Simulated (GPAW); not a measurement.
The O K edge of atom 3 in NaPdO2 (C2/m), with 2 Pd at 2.06 Å, 2 Na at 2.40 Å, 1 Pd at 2.45 Å and 1 Na at 2.47 Å (distorted octahedral, site symmetry m), was computed in 3 ways: excited-electron core hole (neutral cell), half core hole and no core hole. Program and functional: GPAW, LDA, Gaussian full width 0.9 eV up to 4 eV, rising linearly to 3.5 eV at 25 eV; cells of 4 and 12 atoms (the run without a hole in the smaller).

Each run is counted from its own lowest empty level or Fermi level and scaled to a mean of 1 over its first 20 eV.

| E (eV) | run 1 | run 2 | run 3 |
| --- | --- | --- | --- |
| -2.0 | 0.00 | 0.00 | 0.00 |
| -1.5 | 0.00 | 0.00 | 0.00 |
| -1.0 | 0.03 | 0.02 | 0.01 |
| -0.5 | 0.51 | 0.29 | 0.17 |
| 0.0 | 1.86 | 1.15 | 0.93 |
| 0.5 | 2.31 | 2.07 | 2.12 |
| 1.0 | 3.17 | 2.96 | 1.78 |
| 1.5 | 2.50 | 1.78 | 0.63 |
| 2.0 | 0.74 | 0.45 | 0.11 |
| 2.5 | 0.07 | 0.04 | 0.03 |
| 3.0 | 0.04 | 0.03 | 0.07 |
| 3.5 | 0.09 | 0.07 | 0.16 |
| 4.0 | 0.19 | 0.17 | 0.28 |
| 4.5 | 0.30 | 0.28 | 0.49 |
| 5.0 | 0.47 | 0.45 | 0.77 |
| 5.5 | 0.66 | 0.67 | 1.14 |
| 6.0 | 0.87 | 0.93 | 1.45 |
| 6.5 | 1.04 | 1.18 | 1.65 |
| 7.0 | 1.16 | 1.36 | 1.81 |
| 7.5 | 1.33 | 1.53 | 2.02 |
| 8.0 | 1.56 | 1.76 | 2.16 |
| 8.5 | 1.76 | 1.98 | 2.04 |
| 9.0 | 1.83 | 2.01 | 1.73 |
| 9.5 | 1.75 | 1.83 | 1.41 |
| 10.0 | 1.56 | 1.56 | 1.19 |
| 10.5 | 1.35 | 1.31 | 1.06 |
| 11.0 | 1.18 | 1.14 | 0.94 |
| 11.5 | 1.00 | 0.98 | 0.79 |
| 12.0 | 0.81 | 0.81 | 0.65 |
| 12.5 | 0.63 | 0.65 | 0.57 |
| 13.0 | 0.54 | 0.56 | 0.60 |
| 13.5 | 0.54 | 0.56 | 0.71 |
| 14.0 | 0.61 | 0.64 | 0.86 |
| 14.5 | 0.71 | 0.75 | 0.99 |
| 15.0 | 0.81 | 0.88 | 1.08 |
| 15.5 | 0.89 | 0.97 | 1.10 |
| 16.0 | 0.93 | 1.01 | 1.05 |
| 16.5 | 0.91 | 0.98 | 0.96 |
| 17.0 | 0.85 | 0.91 | 0.87 |
| 17.5 | 0.79 | 0.83 | 0.80 |
| 18.0 | 0.73 | 0.76 | 0.76 |
| 18.5 | 0.69 | 0.72 | 0.74 |
| 19.0 | 0.67 | 0.70 | 0.74 |
| 19.5 | 0.65 | 0.69 | 0.73 |
| 20.0 | 0.63 | 0.68 | 0.71 |
| 20.5 | 0.60 | 0.66 | 0.70 |
| 21.0 | 0.58 | 0.64 | 0.71 |
| 21.5 | 0.58 | 0.64 | 0.73 |
| 22.0 | 0.59 | 0.65 | 0.76 |
| 22.5 | 0.60 | 0.67 | 0.78 |
| 23.0 | 0.62 | 0.69 | 0.79 |
| 23.5 | 0.62 | 0.70 | 0.80 |
| 24.0 | 0.62 | 0.71 | 0.81 |
| 24.5 | 0.63 | 0.71 | 0.83 |
| 25.0 | 0.64 | 0.73 | 0.86 |
| 25.5 | 0.66 | 0.76 | 0.90 |
| 26.0 | 0.69 | 0.79 | 0.93 |
| 26.5 | 0.72 | 0.82 | 0.94 |
| 27.0 | 0.74 | 0.84 | 0.94 |
| 27.5 | 0.75 | 0.85 | 0.94 |
| 28.0 | 0.75 | 0.84 | 0.93 |
| 28.5 | 0.74 | 0.83 | 0.93 |
| 29.0 | 0.73 | 0.82 | 0.94 |
| 29.5 | 0.73 | 0.83 | 0.95 |
| 30.0 | 0.74 | 0.83 | 0.96 |
| 30.5 | 0.75 | 0.84 | 0.96 |
| 31.0 | 0.75 | 0.84 | 0.95 |
| 31.5 | 0.75 | 0.84 | 0.92 |
| 32.0 | 0.74 | 0.82 | 0.90 |

Question: Which run is which?

Run 1: no core hole (area from −2 to 6 eV 6.7, main maxima 1.1 eV (3.25), 9.0 eV (1.83) and 16.1 eV (0.93)). Run 2: half core hole (area from −2 to 6 eV 5.4, main maxima 1.0 eV (2.96), 8.8 eV (2.02) and 16.0 eV (1.01)). Run 3: excited-electron core hole (neutral cell) (area from −2 to 6 eV 4.7, main maxima 0.7 eV (2.24), 8.0 eV (2.16) and 15.4 eV (1.11)). With each curve scaled to its own mean, the area from −2 to 6 eV with the hole is 4.7 against 6.7, and the centre of weight from −1 to 20 eV moves by +1.0 eV (first and strongest maxima below 20 eV: 1.1 eV (3.25), 9.0 eV (1.83) and 16.1 eV (0.93) without the hole, 0.7 eV (2.24), 8.0 eV (2.16) and 15.4 eV (1.11) with it): the near-edge weight falls against the higher-lying part.

[Hosts, paths, dates, database ids (printed as entryN), source tags and the programs' standing remarks are cut or masked in the printed files.]

[Lists of maxima count a maximum above −3 eV only where it reaches 4 % of the highest in the window and stands out from its surroundings by 2 % of it (1.5 % where it reaches 55 %); shoulders and weaker maxima are passed over, and of the rest the first, up to two pre-edge ones and the few strongest are named.]
